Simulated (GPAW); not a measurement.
# How SiC (Moissanite) absorbs and reflects light

Wanted: where SiC (Moissanite) starts to absorb, how strongly, and its refractive index.

Main program and level: GPAW 26.7.0; DFT, LDA, plane-wave PAW (GPAW data sets), scalar-relativistic, RPA, optical limit.

## (1) The structure

It takes space group P6_3mc (No. 186, hexagonal). Conventional cell: a = 3.076 Å, b = 3.076 Å, c = 5.048 Å, α = 90.00°, β = 90.00°, γ = 120.00°. Nearest to Si lie 4 C at 1.87 to 1.94 Å. Nearest to C lie 4 Si at 1.87 to 1.94 Å. Farther neighbours are not listed.

Coordinates:

```
Si C
1.0
     3.07600    0.00000    0.00000
    -1.53800    2.66389    0.00000
     0.00000    0.00000    5.04800
Si C
2 2
Direct
  0.66667 0.33333 0.50000
  0.33333 0.66667 0.00000
  0.66667 0.33333 0.88500
  0.33333 0.66667 0.38500
```

## (2) Bands for the response

The response needs many more empty bands than the density does.

This step: DFT, LDA, plane-wave PAW (GPAW data sets), scalar-relativistic, bands at fixed density (GPAW 26.7.0).

Contents of nscf.py:

```python
from ase.dft.bandgap import bandgap
from gpaw import GPAW, FermiDirac

calc = GPAW('gs.gpw').fixed_density(kpts={'size': (12, 12, 6), 'gamma': True}, nbands=35, convergence={'bands': 29},
                                    occupations=FermiDirac(0.001), txt='nscf.txt')
print('gap (eV)', bandgap(calc, output=None)[0])
print('direct gap (eV)', bandgap(calc, direct=True, output=None)[0])
print('top band over the Fermi level (eV)', min(calc.get_eigenvalues(kpt=k)[28] for k in range(len(calc.get_ibz_k_points()))) - calc.get_fermi_level())
calc.write('full.gpw', mode='all')
```

The run is started by

```sh
> OMP_NUM_THREADS=1 python nscf.py
```

Numbers of over 12 decimals in the logs are rounded to 6 here.

The log of the run:

```text
Diagonalizing LCAO Hamiltonian
Converting LCAO to pw mode
convergence criteria:
- Maximum integral of absolute [eigenst]ate change: 4e-08 eV^2 / valence electron
maximum number of iterations: 150

SCF iterations
|iter     |      energy | eigst |  dens |
|iter:   1||             | +2.92 |       |
|iter:   2||             | +1.39 |       |
|iter:   3||             | -0.16 |       |
|iter:   4||             | -1.34 |       |
|iter:   5||             | -2.65 |       |
|iter:   6||             | -3.72 |       |
|iter:   7||             | -4.85 |       |
|iter:   8||             | -5.78 |       |
|iter:   9||             | -6.19 |       |
|iter:  10||             | -6.57 |       |
|iter:  11||             | -7.08 |       |
|iter:  12||             | -7.08 |       |
|iter:  13||             | -7.44c|       |
SCF steps: 13
  __  _  _
 | _ |_)|_||  |
 |__||  | ||/\| - 26.7.0

Versions:
  Python: 3.12.14
  ASE:    3.29.0
  Numpy:  2.5.5
  Scipy:  1.18.1
  Libxc:  7.0.0

Input parameters:
  mode=PW(ecut=500.0),
  convergence={'bands': 29},
  gpts=array([16, 16, 27]),
  kpts=MonkhorstPack(size=(12, 12, 6), gamma=True),
  maxiter=150,
  nbands=35,
  occupations=Occupations(name='fermi-dirac', width=0.001, fixmagmom=False),
  parallel={},
  xc=XC(name='LDA')

--- standard output ---
gap (eV) 2.207859
direct gap (eV) 3.979272
top band over the Fermi level (eV) 24.413892
```

Elapsed: 59 s, on 1 thread of Arm Neoverse V2, shared host; peak memory 0.22 GiB.

Read-outs, printed or worked out from the files:

- gap on the k-mesh: 2.208 eV
- direct gap on the mesh: 3.979 eV

## (3) Dielectric function, RPA

Local fields let the induced charge screen the field inside the cell, which as a rule lowers ε, most along directions where the density is uneven.

This step: DFT, LDA, plane-wave PAW (GPAW data sets), scalar-relativistic, RPA, optical limit (GPAW 26.7.0).

Contents of df.py:

```python
from gpaw.response.df import DielectricFunction

df = DielectricFunction('full.gpw', frequencies={'type': 'nonlinear', 'domega0': 0.03, 'omega2': 8},
                        ecut=50,
                        eta=0.15,
                        nbands=29,
                        txt='df.txt')
for direction in ['x', 'z']:
    df.get_dielectric_function(xc='RPA', direction=direction, filename=f'df_{direction}.csv')
```

The run is started by

```sh
> OMP_NUM_THREADS=1 python df.py
```

The log of the run:

```text
Using integrator: PointIntegrator
NonLinearFrequencyDescriptor(from 0.000 to 45.857 eV, 454 points)
Nonperiodic BCs:  [False False False]
Using integrator: PointIntegrator
NonLinearFrequencyDescriptor(from 0.000 to 45.857 eV, 454 points)
Nonperiodic BCs:  [False False False]

Calculating chi0 body with:
    Ground state adapter containing:
    Number of spins: 1
    Number of kpoints: 864
    Number of irreducible kpoints: 100
    Number of completely occupied states: 8
    Number of partially occupied states: 8

    Linear response parametrization:
    q_c: [0.0, 0.0, 0.0]
    Number of frequency points: 454
    Planewave cutoff: 50.0
    Number of bands: 29
    Number of planewaves: 35
    Broadening (eta): 0.15

Integrating chi0 body.

Symmetries of q_c:
    Direct symmetries (Uq -> q): 6
    Indirect symmetries (TUq -> q): 6
In total 12 allowed symmetries.

100 groups of equivalent kpoints. 88.425926% reduction.

Integral kind: spectral function

Calculating chi0 optical extensions with:
    Ground state adapter containing:
    Number of spins: 1
    Number of kpoints: 864
    Number of irreducible kpoints: 100
    Number of completely occupied states: 8
    Number of partially occupied states: 8

    Linear response parametrization:
    Number of frequency points: 454
    Planewave cutoff: 50.0
    Number of bands: 29
    Number of planewaves: 35
    Broadening (eta): 0.15
Integrating chi0 head and wings.

Symmetries of q_c:
    Direct symmetries (Uq -> q): 6
    Indirect symmetries (TUq -> q): 6
In total 12 allowed symmetries.

100 groups of equivalent kpoints. 88.425926% reduction.

Integral kind: spectral function wings
```

Elapsed: 6.5 s, on 1 thread; peak memory 0.22 GiB.

Read-outs, printed or worked out from the files:

- electronic dielectric constant ε∞, mean over x, y and z (by symmetry where fewer were run): 6.904
- main peak of Im epsilon, first axis: 6.183 eV

Values under the direct gap are tails of Lorentzian lines. Im ε against photon energy; read off at these points:

| photon energy (eV) | E ∥ x | E ∥ z |
| --- | --- | --- |
| 0.00 | 0 | 0 |
| 0.50 | 0.0161 | 0.0202 |
| 1.00 | 0.0333 | 0.0420 |
| 1.50 | 0.0529 | 0.0675 |
| 2.00 | 0.0769 | 0.0997 |
| 2.50 | 0.108 | 0.144 |
| 3.00 | 0.153 | 0.211 |
| 3.50 | 0.222 | 0.329 |
| 4.00 | 0.351 | 0.594 |
| 4.50 | 0.721 | 1.82 |
| 5.00 | 2.56 | 8.54 |
| 5.50 | 5.09 | 10.6 |
| 6.00 | 14.5 | 13.5 |
| 6.18 | 16.1 | 16.4 |
| 6.33 | 14.7 | 19.6 |
| 6.50 | 13.7 | 15.9 |
| 7.00 | 14.7 | 13.2 |
| 7.21 | 15.4 | 14.8 |
| 7.50 | 12.2 | 15.2 |
| 8.00 | 11.1 | 9.62 |
| 8.50 | 9.90 | 7.92 |
| 9.00 | 9.46 | 7.85 |
| 9.50 | 6.07 | 6.21 |
| 10.00 | 5.69 | 4.95 |
| 10.50 | 5.12 | 3.70 |
| 11.00 | 4.25 | 3.35 |
| 11.50 | 3.43 | 3.11 |
| 12.00 | 3.02 | 3.15 |
| 12.50 | 2.20 | 2.15 |
| 13.00 | 2.19 | 2.33 |
| 13.50 | 2.01 | 2.13 |

Table of Re ε by photon energy:

| photon energy (eV) | E ∥ x | E ∥ z |
| --- | --- | --- |
| 0.0 | 6.72 | 7.27 |
| 0.5 | 6.74 | 7.31 |
| 1.0 | 6.83 | 7.41 |
| 1.5 | 6.97 | 7.59 |
| 2.0 | 7.18 | 7.87 |
| 2.5 | 7.49 | 8.27 |
| 3.0 | 7.92 | 8.85 |
| 3.5 | 8.53 | 9.72 |
| 4.0 | 9.45 | 11.2 |
| 4.5 | 11.0 | 14.1 |
| 5.0 | 12.9 | 13.7 |
| 5.5 | 15.8 | 13.9 |
| 6.0 | 13.8 | 12.2 |
| 6.5 | 7.22 | 2.08 |
| 7.0 | 4.55 | 4.06 |
| 7.5 | -0.360 | -0.767 |
| 8.0 | -0.232 | -2.08 |
| 8.5 | -1.52 | -2.43 |
| 9.0 | -2.43 | -2.95 |
| 9.5 | -3.27 | -4.21 |
| 10.0 | -3.35 | -3.09 |
| 10.5 | -2.45 | -2.86 |
| 11.0 | -3.29 | -3.07 |
| 11.5 | -2.72 | -1.85 |
| 12.0 | -2.64 | -2.47 |
| 12.5 | -2.03 | -2.11 |
| 13.0 | -1.93 | -1.97 |
| 13.5 | -1.83 | -2.03 |

The reflectivity at normal incidence has structure finer than the step of the table below, so its rows give means over 0.25 eV, whole bins alone (the curve runs from 0 to 14.0 eV). Peaks (eV: height): E ∥ x 7.323: 48.2, 9.284: 53.5, 12.261: 53.9; E ∥ z 6.387: 49.7, 7.670: 53.5, 9.483: 53.7, 10.306: 53.7, 11.029: 52.9, 12.342: 52.3.

Reflectivity at normal incidence against photon energy; means over each step:

| photon energy (eV) | E ∥ x (%) | E ∥ z (%) |
| --- | --- | --- |
| 0.25 | 19.7 | 21.1 |
| 0.50 | 19.7 | 21.2 |
| 0.75 | 19.8 | 21.3 |
| 1.00 | 19.9 | 21.4 |
| 1.25 | 20.1 | 21.6 |
| 1.50 | 20.3 | 21.9 |
| 1.75 | 20.6 | 22.1 |
| 2.00 | 20.8 | 22.5 |
| 2.25 | 21.2 | 22.9 |
| 2.50 | 21.6 | 23.4 |
| 2.75 | 22.1 | 24.0 |
| 3.00 | 22.6 | 24.7 |
| 3.25 | 23.3 | 25.5 |
| 3.50 | 24.0 | 26.5 |
| 3.75 | 24.9 | 27.7 |
| 4.00 | 25.9 | 29.1 |
| 4.25 | 27.2 | 31.1 |
| 4.50 | 28.9 | 33.9 |
| 4.75 | 30.9 | 36.9 |
| 5.00 | 32.5 | 37.3 |
| 5.25 | 34.4 | 36.2 |
| 5.50 | 37.3 | 39.7 |
| 5.75 | 41.4 | 40.3 |
| 6.00 | 43.8 | 42.4 |
| 6.25 | 44.1 | 46.9 |
| 6.50 | 42.1 | 47.5 |
| 6.75 | 43.1 | 42.8 |
| 7.00 | 44.5 | 42.8 |
| 7.25 | 47.2 | 46.4 |
| 7.50 | 46.2 | 50.2 |
| 7.75 | 43.3 | 51.7 |
| 8.00 | 44.3 | 47.2 |
| 8.25 | 45.3 | 48.1 |
| 8.50 | 45.6 | 46.1 |
| 8.75 | 46.0 | 45.7 |
| 9.00 | 47.8 | 47.7 |
| 9.25 | 52.5 | 49.5 |
| 9.50 | 49.4 | 53.2 |
| 9.75 | 47.3 | 51.6 |
| 10.00 | 49.5 | 49.4 |
| 10.25 | 47.1 | 52.2 |
| 10.50 | 45.2 | 49.9 |
| 10.75 | 48.7 | 48.4 |
| 11.00 | 51.4 | 52.1 |
| 11.25 | 50.7 | 48.3 |
| 11.50 | 49.6 | 42.7 |
| 11.75 | 50.6 | 44.4 |
| 12.00 | 50.7 | 48.0 |
| 12.25 | 53.3 | 51.0 |
| 12.50 | 48.7 | 49.6 |
| 12.75 | 46.6 | 45.3 |
| 13.00 | 47.0 | 46.5 |
| 13.25 | 46.4 | 46.8 |
| 13.50 | 47.1 | 48.8 |
| 13.75 | 46.5 | 51.6 |

The loss function −Im 1/ε at q → 0 has structure finer than the step of the table below, so its rows give means over 0.5 eV, whole bins alone (the curve runs from 0 to 14.0 eV). Peaks (eV: height): E ∥ x 13.86: 0.295; E ∥ z 11.48: 0.239, 12.75: 0.266.

Values under the direct gap are tails of Lorentzian lines. Loss function −Im 1/ε at q → 0 against energy loss; means over each step:

| energy loss (eV) | E ∥ x | E ∥ z |
| --- | --- | --- |
| 0.5 | 3.5e-4 | 3.8e-4 |
| 1.0 | 7.1e-4 | 7.7e-4 |
| 1.5 | 0.00109 | 0.00117 |
| 2.0 | 0.00149 | 0.00161 |
| 2.5 | 0.00193 | 0.00211 |
| 3.0 | 0.00244 | 0.00270 |
| 3.5 | 0.00306 | 0.00350 |
| 4.0 | 0.00396 | 0.00484 |
| 4.5 | 0.00623 | 0.0101 |
| 5.0 | 0.0135 | 0.0296 |
| 5.5 | 0.0190 | 0.0341 |
| 6.0 | 0.0358 | 0.0408 |
| 6.5 | 0.0560 | 0.0599 |
| 7.0 | 0.0617 | 0.0701 |
| 7.5 | 0.0805 | 0.0691 |
| 8.0 | 0.0910 | 0.0956 |
| 8.5 | 0.0987 | 0.111 |
| 9.0 | 0.100 | 0.112 |
| 9.5 | 0.122 | 0.114 |
| 10.0 | 0.136 | 0.139 |
| 10.5 | 0.156 | 0.160 |
| 11.0 | 0.151 | 0.172 |
| 11.5 | 0.176 | 0.225 |
| 12.0 | 0.186 | 0.201 |
| 12.5 | 0.234 | 0.234 |
| 13.0 | 0.257 | 0.257 |
| 13.5 | 0.273 | 0.250 |

Table of refractive index n and extinction k by photon energy:

| photon energy (eV) | n, E ∥ x | k, E ∥ x | n, E ∥ z | k, E ∥ z |
| --- | --- | --- | --- | --- |
| 0.0 | 2.59 | 0 | 2.70 | 0 |
| 0.5 | 2.60 | 0.00310 | 2.70 | 0.00373 |
| 1.0 | 2.61 | 0.00637 | 2.72 | 0.00771 |
| 1.5 | 2.64 | 0.0100 | 2.76 | 0.0122 |
| 2.0 | 2.68 | 0.0143 | 2.80 | 0.0178 |
| 2.5 | 2.74 | 0.0198 | 2.88 | 0.0250 |
| 3.0 | 2.81 | 0.0271 | 2.97 | 0.0355 |
| 3.5 | 2.92 | 0.0380 | 3.12 | 0.0527 |
| 4.0 | 3.07 | 0.0570 | 3.34 | 0.0889 |
| 4.5 | 3.32 | 0.109 | 3.77 | 0.241 |
| 5.0 | 3.61 | 0.354 | 3.86 | 1.11 |
| 5.5 | 4.02 | 0.633 | 3.97 | 1.34 |
| 6.0 | 4.12 | 1.76 | 3.90 | 1.74 |
| 6.5 | 3.37 | 2.03 | 3.01 | 2.64 |
| 7.0 | 3.16 | 2.33 | 2.99 | 2.21 |
| 7.5 | 2.44 | 2.51 | 2.69 | 2.83 |
| 8.0 | 2.33 | 2.38 | 1.97 | 2.44 |
| 8.5 | 2.06 | 2.40 | 1.71 | 2.31 |
| 9.0 | 1.92 | 2.47 | 1.65 | 2.38 |
| 9.5 | 1.35 | 2.25 | 1.28 | 2.42 |
| 10.0 | 1.28 | 2.23 | 1.17 | 2.11 |
| 10.5 | 1.27 | 2.02 | 0.954 | 1.94 |
| 11.0 | 1.02 | 2.08 | 0.859 | 1.95 |
| 11.5 | 0.911 | 1.88 | 0.941 | 1.65 |
| 12.0 | 0.827 | 1.82 | 0.875 | 1.80 |
| 12.5 | 0.694 | 1.59 | 0.671 | 1.60 |
| 13.0 | 0.704 | 1.56 | 0.736 | 1.59 |
| 13.5 | 0.667 | 1.51 | 0.675 | 1.58 |

Optical constants at common wavelengths, from n + ik = √ε:

| wavelength (nm) | n x | k x | R (%) x | 1/α x | n z | k z | R (%) z | 1/α z |
| --- | --- | --- | --- | --- | --- | --- | --- | --- |
| 1550 | 2.61 | 0.005 | 19.8 | 25 µm | 2.71 | 0.006 | 21.3 | 20 µm |
| 1064 | 2.62 | 0.008 | 20.0 | 11 µm | 2.73 | 0.009 | 21.5 | 9.3 µm |
| 633 | 2.68 | 0.014 | 20.8 | 3.6 µm | 2.80 | 0.017 | 22.4 | 2.9 µm |
| 532 | 2.72 | 0.018 | 21.3 | 2.4 µm | 2.85 | 0.022 | 23.1 | 1.9 µm |
| 450 | 2.77 | 0.023 | 22.1 | 1.5 µm | 2.92 | 0.030 | 24.0 | 1.2 µm |
| 365 | 2.90 | 0.035 | 23.7 | 822 nm | 3.08 | 0.048 | 26.0 | 602 nm |
| 248 | 3.61 | 0.354 | 32.4 | 56 nm | 3.86 | 1.106 | 37.9 | 18 nm |

Below the direct gap, k and the depth come from the tails of the Lorentzian lines, not from transitions.

Rows near the edge hang on the gap, which this functional as a rule makes too small, and phonon-assisted absorption is left out.

At 1064 nm the birefringence n(z) − n(x) is +0.111: the crystal is uniaxial positive at this level.

## (4) Results

```yaml
electronic_dielectric_constant_eps_infinity_mean_over_x_y_and_z_by_symmetry_where_fewer_were_run_rpa: 6.90
main_peak_of_im_epsilon_first_axis: 6.18 eV
```

What this shows: At this level (LDA, RPA) SiC has a mean ε∞ = 6.90 and n = 2.61 at 1550 nm (E ∥ x), and Im ε peaks at 6.2 eV (E ∥ x). On the mesh the gap is 2.21 eV and the least direct gap 3.98 eV, so on this mesh the band edges lie at different points. Local fields change the static value along x from 7.12 to 6.72 (-6 %). Distinct maxima of Im ε, read by a parabola through the highest points, lie at 6.18 eV (16) and 7.23 eV (15) for E ∥ x. The static values by axis are 6.72 (x), 7.27 (z). At 1064 nm the birefringence n(z) − n(x) is +0.111: the crystal is uniaxial positive at this level. Excitons and phonon-assisted transitions are missing; LDA gaps are as a rule too small, which pulls the onset down and ε∞ up. The sum runs over mesh points, so small or evenly spaced maxima can still be ripples of the mesh.

[Machine, clock and banner lines and Python warnings are left out of the logs.]

[Logs are printed without paths, hosts, clocks, repeated set-up lines and the standing remarks that a program may print on its own settings, such as how far it seeks lower states.]

[Hosts, paths, dates, database ids (printed as entryN), source tags and the programs' standing remarks are cut or masked in the printed files.]
